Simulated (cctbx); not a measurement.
# From intensities to atoms

Cell a = 4.8790 Å, b = 4.8790 Å, c = 4.8790 Å, α = 90.00°, β = 90.00°, γ = 90.00°; space group Pm-3m (no. 221); content Ge1 Ca3.

The data are simulated with cctbx, not measured: Cu Kα, λ = 1.54184 Å, to d = 0.83 Å, 80 % of the full sphere, strongest reflection 5000 counts, noise from counting, a 1.5 % proportional error and a noise floor of 2 counts (s.d.); no absorption, and some extinction, which the refinements don't model.

Charge flipping in P1 on plain amplitudes to 0.9 Å, δ = 1.1 σ, 10 % of the reflections treated as weak, 150 cycles:

```text
cycle      R  skewness
    0  0.462     0.83
   12  0.240     3.77
   24  0.222     3.46
   36  0.225     3.52
   48  0.233     3.59
   60  0.231     3.39
   72  0.226     3.55
   84  0.220     3.47
   96  0.219     3.52
  108  0.220     3.53
  120  0.235     3.49
  132  0.221     3.56
  144  0.231     3.63
origin shift          correlation  skewness
 0.147  0.209  0.566      0.995      6.27
 0.147  0.709  0.067      0.995      6.32
 0.147  0.209  0.066      0.995      5.97
 0.147  0.709  0.566      0.995      6.44
taken: symmetry correlation 0.995, skewness 6.44
peak      x       y       z  mult  height/sigma
Q1    0.0000  0.0000  0.0000    1     15.8
Q2    0.0000  0.5000  0.5000    3     10.8
Q3    0.1610  0.1610  0.1610    8      0.8
Q4    0.5000  0.5000  0.5000    1      0.7
Q5    0.0000  0.3172  0.3172   12      0.6
Q6    0.1920  0.3318  0.5000   24      0.6
Q7    0.0000  0.0000  0.3750    6      0.1
```

The origin is taken among those within 0.04 of the best correlation, by the skewness of the map.

It took 1.6 s on 1 thread of Arm Neoverse N1 (shared host), peak memory 0.07 GiB.

**Question.** Which peaks are atoms, and which elements?

Heights go roughly as Z and multiplicities must add up to the content. First model: Q1 = Ge1 (1 in the cell, height 15.8) and Q2 = Ca1 (3 in the cell, height 10.8). Against the true structure, Q1 is Ge and Q2 is Ca; the other peaks are not atoms.

Least squares on F², isotropic:

```text
Rint 0.030, 38 unique reflections to 0.84 A
cycle     R1     wR2    GooF  max shift (A)
   1  0.0768  0.1455  10.607   0.00000
   2  0.0080  0.0172   1.251   0.00000
final R1 0.0080 wR2 0.0172 GooF 1.251  parameters 2  data/parameter 19.0
atom        x        y        z      Ueq    occ   su(xyz)  su(Uiso or U11)
Ge1    0.00000  0.00000  0.00000   0.0086  1.000  0.00000  0.0002
Ca1    0.00000  0.50000  0.50000   0.0117  1.000  0.00000  0.0002
difference map: max 0.25 min -0.16 rms 0.04
Q1    0.1209  0.5000  0.5000    6    0.25  0.59 A from Ca1
Q2    0.3447  0.3447  0.5000   12    0.14  1.84 A from Ca1
Q3    0.5000  0.5000  0.5000    1    0.10  2.44 A from Ca1
Q4    0.0000  0.0000  0.1520    6    0.08  0.74 A from Ge1
Q5    0.2126  0.3308  0.3308   24    0.06  1.56 A from Ca1
```

Anisotropic refinement:

```text
Rint 0.030, 38 unique reflections to 0.84 A
cycle     R1     wR2    GooF  max shift (A)
   1  0.0080  0.0172   1.269   0.00000
   2  0.0062  0.0132   0.975   0.00000
final R1 0.0062 wR2 0.0132 GooF 0.975  parameters 3  data/parameter 12.7
atom        x        y        z      Ueq    occ   su(xyz)  su(Uiso or U11)
Ge1    0.00000  0.00000  0.00000   0.0086  1.000  0.00000  0.0002
Ca1    0.00000  0.50000  0.50000   0.0117  1.000  0.00000  0.0003
difference map: max 0.13 min -0.12 rms 0.03
Q1    0.3443  0.3443  0.5000   12    0.13  1.84 A from Ca1
Q2    0.1903  0.5000  0.5000    6    0.08  0.93 A from Ca1
Q3    0.4054  0.4054  0.4054    8    0.08  2.08 A from Ca1
Q4    0.0000  0.0000  0.1377    6    0.07  0.67 A from Ge1
Q5    0.0000  0.2830  0.2830   12    0.07  1.50 A from Ca1
Q6    0.2570  0.2570  0.3610   24    0.06  1.85 A from Ca1
```

**Reading.** The refinement ends at R1 = 0.0062, wR2 = 0.0132, GooF = 0.97, with difference density between -0.12 and 0.13 e/Å³. Every site matches the true model in element, within 0.001 Å r.m.s., up to an allowed shift of origin.

True model:

| atom | mult. | x | y | z | Ueq (Å²) |
| --- | --- | --- | --- | --- | --- |
| Ge1 | 1 | 0 | 0 | 0 | 0.0093 |
| Ca1 | 3 | 1/2 | 1/2 | 0 | 0.0122 |

The model was made for the exercise: a known structure type with other elements put in, its volume estimated, not relaxed; displacement parameters are assumed.

[Middle refinement cycles are left out of these outputs.]

[Logs are printed without paths, hosts, clocks, repeated set-up lines and the standing remarks that a program may print on its own settings, such as how far it seeks lower states.]
